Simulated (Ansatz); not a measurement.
# CaLa2S4 (I-42d): the host for defect calculations

Before any defect goes in: CaLa2S4 (I-42d) at rest, and how it screens a charge.

Method: plane-wave PAW DFT, PBEsol; relaxation of the host's cell and atoms, in the first sound run; inputs show where later runs differ, in Ansatz 0.2.0.

Report form: the programs' logs are mostly left out.

## Step 1: Starting point

It takes space group I-42d (No. 122, tetragonal). Conventional cell: a = 8.682 Å, b = 8.682 Å, c = 8.742 Å, α = 90.00°, β = 90.00°, γ = 90.00°. Nearest to Ca lie 8 S at 2.88 to 3.15 Å. La has 8 S at 2.89 to 3.17 Å nearest. Nearest to S lie 2 Ca at 2.88 to 3.15 Å and 4 La at 2.89 to 3.17 Å. Farther neighbours and most contacts between anions are not listed.

## Step 2: Host cell relaxation

Cell and atoms are relaxed together, until forces and stress fall under their thresholds.

Contents of cell/input.yaml:

```yaml
crystal:
  lattice:
    - [-4.3410624, 4.3410624, 4.3709509]
    - [4.3410624, -4.3410624, 4.3709509]
    - [4.3410624, 4.3410624, -4.3709509]
  atoms:
    - { symbol: Ca, position: [0.0, 0.0, 0.0] }
    - { symbol: Ca, position: [0.75, 0.25, 0.5] }
    - { symbol: La, position: [0.875, 0.49433942, 0.11933942] }
    - { symbol: La, position: [0.50566058, 0.625, 0.38066058] }
    - { symbol: La, position: [0.375, 0.75566058, 0.88066058] }
    - { symbol: La, position: [0.24433942, 0.125, 0.61933942] }
    - { symbol: S, position: [0.12381556, 0.37622795, 0.89137765] }
    - { symbol: S, position: [0.12622795, 0.37381556, 0.39137765] }
    - { symbol: S, position: [0.62377205, 0.5151497, 0.74758761] }
    - { symbol: S, position: [0.98243791, 0.7348503, 0.60862235] }
    - { symbol: S, position: [0.2651497, 0.87377205, 0.24758761] }
    - { symbol: S, position: [0.62618444, 0.01756209, 0.75241239] }
    - { symbol: S, position: [0.76756209, 0.87618444, 0.25241239] }
    - { symbol: S, position: [0.4848503, 0.23243791, 0.10862235] }
basis:
  ecutwfc: 420
  xc_grid: 2
hamiltonian:
  xc: pbesol
kpoints:
  mp_grid: { grid: [5, 5, 5] }
scf:
  occupations: { method: fixed }
  max_iter: 100
relax:
  f_tol: 0.005
  max_steps: 60
  cell: {}
output:
  forces: true
  stress: true
checkpoint:
  write: "../cell.run"
  compress: false
  write_wavefunctions: false
  write_every: 100000
```

Launch:

```bash
$ ansatz run input.yaml --threads 8 --pin off --max-ram 14131MiB --backend cpu --events-out ev --progress --plain --runs-dir out
```

Run time: 34 s. Hardware: 8 threads of Arm Neoverse V1, shared host; peak memory 1.3 GiB; 4.2 min of CPU time.

Step by step:

| step | energy less that of the first step (eV) | largest force component (eV/Å) | pressure (GPa) | volume (Å³) |
| --- | --- | --- | --- | --- |
| 1 | 0.0000 | 0.0541 | -3.05 | 329.48 |
| 2 | 0.0313 | 0.2843 | 4.19 | 300.50 |
| 3 | -0.1535 | 0.0562 | -0.45 | 316.49 |
| 4 | -0.1600 | 0.0615 | -0.12 | 314.01 |
| 5 | -0.1643 | 0.0017 | 0.00 | 313.88 |
| 6* | -0.1641 | 0.0017 | 0.00 | 313.88 |

Relaxation steps marked * repeat the geometry before them on a plane-wave basis chosen anew for their cell, so energy and pressure can jump there. Relaxation step 2 was tried and not accepted.

Forces are held to the 8 operations that the run works with; a distortion that breaks them can't arise in this run.

| conventional cell, symmetrised | before | after | change |
| --- | --- | --- | --- |
| a (Å) | 8.682 | 8.547 | -1.6 % |
| b (Å) | 8.682 | 8.547 | -1.6 % |
| c (Å) | 8.742 | 8.593 | -1.7 % |
| volume (Å³/atom) | 23.53 | 22.42 | -4.7 % |

The atoms that moved most (Å, as changes of fractional coordinates times the final cell):

| atom | dx | dy | dz | length |
| --- | --- | --- | --- | --- |
| S11 | -0.023 | 0.026 | 0.032 | 0.048 |
| S14 | -0.023 | -0.026 | -0.032 | 0.048 |
| S12 | 0.023 | -0.026 | 0.032 | 0.048 |
| S7 | 0.023 | 0.026 | -0.032 | 0.048 |
| S8 | 0.026 | 0.023 | -0.032 | 0.048 |
| S9 | 0.026 | -0.023 | 0.032 | 0.048 |
| S13 | -0.026 | 0.023 | 0.032 | 0.048 |
| S10 | -0.026 | -0.023 | -0.032 | 0.048 |

Numbers from this step:

| Property | Result |
| --- | --- |
| pressure | 7.48e-4 GPa |

The relaxation ends with a largest force component of 0.0017 eV/Å and a pressure of 0.00 GPa.

## Step 3: Dielectric tensors of the host

The response to a uniform electric field gives the electronic dielectric tensor.

This step: plane-wave PAW DFPT, PBEsol; dielectric tensors, Born charges and zone-centre modes of the host (Ansatz 0.2.0).

Contents of eps/input.yaml:

```yaml
crystal:
  lattice:
    - [-4.2736452829, 4.2736452829, 4.2964690658]
    - [4.2736452829, -4.2736452829, 4.2964690658]
    - [4.2736452829, 4.2736452829, -4.2964690658]
  atoms:
    - { symbol: Ca, position: [0.0, 0.0, 0.0] }
    - { symbol: Ca, position: [0.75, 0.25, 0.5] }
    - { symbol: La, position: [0.875, 0.4955678085, 0.1205678085] }
    - { symbol: La, position: [0.5044321915, 0.625, 0.3794321915] }
    - { symbol: La, position: [0.375, 0.7544321915, 0.8794321915] }
    - { symbol: La, position: [0.2455678085, 0.125, 0.6205678085] }
    - { symbol: S, position: [0.1231199789, 0.375195512, 0.897198313] }
    - { symbol: S, position: [0.125195512, 0.3731199789, 0.397198313] }
    - { symbol: S, position: [0.624804488, 0.522002801, 0.747924467] }
    - { symbol: S, position: [0.9759216659, 0.727997199, 0.602801687] }
    - { symbol: S, position: [0.272002801, 0.874804488, 0.247924467] }
    - { symbol: S, position: [0.6268800211, 0.0240783341, 0.752075533] }
    - { symbol: S, position: [0.7740783341, 0.8768800211, 0.252075533] }
    - { symbol: S, position: [0.477997199, 0.2259216659, 0.102801687] }
basis:
  ecutwfc: 420
hamiltonian:
  xc: pbesol
kpoints:
  mp_grid: { grid: [4, 4, 4] }
scf:
  occupations: { method: fixed }
  max_iter: 100
phonons:
  method: dfpt
  dielectric: true
  rigid_motions: translations
```

Wall time 5.4 min (8 threads); peak memory 4.6 GiB; 41 min of CPU time.

Electronic dielectric tensor:

```
7.84 0.00 0.00
0.00 7.84 0.00
0.00 0.00 7.91
```

Static dielectric tensor:

```
19.34  0.00  0.00
 0.00 19.34  0.00
 0.00  0.00 21.06
```

The principal values of the electronic dielectric tensor are 7.84, 7.84 and 7.91. The principal values of the static dielectric tensor are 19.34, 19.34 and 21.06.

## Step 4: Defect free supercell on its symmetric sites

This cell, the one that will hold the defects, is built from the relaxed host. It is run at the k-points of the defect runs; forces that show here come from the change of settings, chiefly the coarser sampling.

This step: plane-wave PAW DFT, PBEsol; single point of the defect-free supercell (Ansatz 0.2.0).

System of this step: CaLa2S4. Symmetry: I-42d, No. 122, tetragonal system. Conventional cell: a = 8.547 Å, b = 8.547 Å, c = 8.593 Å, α = 90.00°, β = 90.00°, γ = 90.00°. Ca has 8 S at 2.86 to 3.06 Å nearest. Nearest to La lie 8 S at 2.88 to 3.09 Å. Nearest to S lie 2 Ca at 2.86 to 3.06 Å and 4 La at 2.88 to 3.09 Å. Farther neighbours and most contacts between anions are not listed.

Contents of pristine.point/input.yaml:

```yaml
crystal:
  lattice:
    - [8.5472905658, 0.0, 0.0]
    - [0.0, 8.5472905658, 0.0]
    - [0.0, 0.0, 8.5929381316]
  atoms:
    - { symbol: Ca, position: [0.0, 0.0, 0.0] }
    - { symbol: Ca, position: [0.5, 0.5, 0.5] }
    - { symbol: Ca, position: [0.0, 0.5, 0.25] }
    - { symbol: Ca, position: [0.5, 0.0, 0.75] }
    - { symbol: La, position: [0.3705678085, 0.75, 0.125] }
    - { symbol: La, position: [0.8705678085, 0.25, 0.625] }
    - { symbol: La, position: [0.25, 0.1294321915, 0.375] }
    - { symbol: La, position: [0.75, 0.6294321915, 0.875] }
[... 16 atom lines left out ...]
    - { symbol: S, position: [0.17743861, 0.074636923, 0.6994414111] }
    - { symbol: S, position: [0.67743861, 0.574636923, 0.1994414111] }
    - { symbol: S, position: [0.425363077, 0.67743861, 0.8005585889] }
    - { symbol: S, position: [0.925363077, 0.17743861, 0.3005585889] }
basis:
  ecutwfc: 420
  xc_grid: 2
hamiltonian:
  xc: pbesol
kpoints:
  mp_grid: { grid: [1, 1, 1] }
scf:
  occupations: { method: fermi_dirac, width: 0.01 }
  max_iter: 80
output:
  forces: true
```

The job ended after 1.3 s (8 threads; peak memory 0.68 GiB).

Force (size) by element, in eV/Å:

| element | atoms | mean | spread (r.m.s.) | least | largest |
| --- | --- | --- | --- | --- | --- |
| Ca | 4 | 0.000 | 0.000 | 0.000 | 0.000 |
| La | 8 | 0.054 | 0.000 | 0.054 | 0.054 |
| S | 16 | 0.304 | 0.000 | 0.304 | 0.304 |

The atoms with the largest values:

| atom | x, y, z (Å) | force (eV/Å) |
| --- | --- | --- |
| S15 | 2.76, 0.64, 0.43 | 0.230, -0.005, -0.198 |
| S14 | 4.91, 2.76, 6.88 | -0.005, 0.230, -0.198 |
| S16 | 7.03, 4.91, 4.73 | 0.230, -0.005, -0.198 |
| S13 | 0.64, 7.03, 2.58 | -0.005, 0.230, -0.198 |
| S28 | 7.91, 1.52, 2.58 | 0.005, -0.230, -0.198 |
| S27 | 3.64, 5.79, 6.88 | 0.005, -0.230, -0.198 |
| S26 | 5.79, 4.91, 1.71 | -0.230, -0.005, 0.198 |
| S25 | 1.52, 0.64, 6.01 | -0.230, -0.005, 0.198 |

Forces of up to 0.30 eV/Å remain, so this geometry is not at rest at this level.

## Step 5: Defect free supercell relaxed from displaced atoms

This step: plane-wave PAW DFT, PBEsol; relaxation of the defect-free supercell from random displacements, a test of the host's stability (Ansatz 0.2.0).

pristine.rattled/input.yaml, as its differences from pristine.point/input.yaml of step 4:

```diff
@@ -46 +46,5 @@
   forces: true
+relax:
+  f_tol: 0.01
+  max_steps: 120
+  random_displacement: { amplitude: 0.08, seed: 1580 }
```

Elapsed: 5.8 s, on 8 threads; peak memory 0.69 GiB; 37 s of CPU time.

The steps of the relaxation:

| step | energy less that of the first step (eV) | largest force component (eV/Å) |
| --- | --- | --- |
| 1 | 0.0000 | 0.7197 |
| 2 | -0.1226 | 1.0626 |
| 3 | -0.7320 | 0.0505 |
| 4 | -0.7320 | 0.0502 |
| 5 | -0.7358 | 0.0074 |
| 6 | -0.7358 | 0.0074 |

The atoms that moved most (Å, from the sites as typed, ahead of the random displacement, the mean shift of all atoms taken out):

| atom | dx | dy | dz | length |
| --- | --- | --- | --- | --- |
| S14 | 0.037 | 0.079 | -0.061 | 0.107 |
| S21 | -0.037 | 0.079 | 0.060 | 0.106 |
| S13 | 0.037 | 0.078 | -0.062 | 0.106 |
| S23 | 0.037 | -0.080 | 0.060 | 0.106 |
| S25 | -0.080 | 0.038 | 0.059 | 0.106 |
| S22 | -0.037 | 0.078 | 0.062 | 0.106 |
| S28 | -0.037 | -0.080 | -0.059 | 0.106 |
| S24 | 0.038 | -0.078 | 0.061 | 0.106 |

The relaxed structure:

```
Ca La S
1.0
     8.54729    0.00000    0.00000
     0.00000    8.54729    0.00000
     0.00000    0.00000    8.59294
Ca La S
4 8 16
Cartesian
  -0.0163 0.0001 0.0135
  4.2589 4.2739 4.3101
  -0.0149 4.2736 2.1621
  4.2574 0.0009 6.4586
  3.1482 6.4109 1.0880
  7.4219 2.1376 5.3843
  2.1219 1.1101 3.2354
  6.3941 5.3837 7.5335
  1.0940 6.4114 5.3848
  5.3678 2.1368 1.0872
  2.1204 3.1647 7.5318
  6.3954 7.4375 3.2366
  0.6597 7.1093 2.5346
  4.9332 2.8370 6.8321
  2.8192 0.6755 0.3865
  7.0943 4.9496 4.6854
  2.8204 3.5984 1.7867
  7.0930 7.8728 6.0852
  1.4231 3.6001 4.6831
  5.6959 7.8724 0.3882
  3.5826 7.1104 3.9361
  7.8563 2.8354 8.2342
  0.6595 5.7110 8.2320
  4.9336 1.4386 3.9362
  1.4215 0.6766 6.0834
  5.6965 4.9490 1.7889
  3.5826 5.7132 6.8323
  7.8565 1.4375 2.5369
```

The relaxation ends 26 meV an atom lower than the displaced start, with a largest force component of 0.0074 eV/Å.

## Step 6: Outcome

| Item | Value |
| --- | --- |
| primitive cell vectors, lengths | 7.415, 7.415, 7.415 Å |
| electronic dielectric constant | (7.84, 7.84, 7.91) along x, y and z |
| static dielectric constant | (19.34, 19.34, 21.06) along x, y and z |
| gap on the k-mesh of the response run (PBEsol) | 1.93 eV |
| symmetric supercell less the displaced and relaxed one | 0.258 eV |

**Reading.** Step 5: The energy fell by 0.736 eV from the randomly displaced start; against the sites as typed, S14 ends farthest off, by 0.11 Å, once the mean shift is taken out. The displaced cell ends lower than the symmetric single point but keeps its space group (within 0.06 Å): the coarse k-points move the atoms along free coordinates. At these k-points the unrelaxed cell is no safe reference for defect energies. The k-mesh can miss the band edges, so this gap is an upper bound at this level. All at zero temperature.

[Logs are printed without paths, hosts, clocks, repeated set-up lines and the standing remarks that a program may print on its own settings, such as how far it seeks lower states.]

[Hosts, paths, dates, database ids (printed as entryN), source tags and the programs' standing remarks are cut or masked in the printed files.]

[Runs of the host that timed out are not shown.]

[For some hosts the program warned that the k-mesh of the response run may be too coarse for force constants and the static dielectric constant; such warnings are not always shown.]
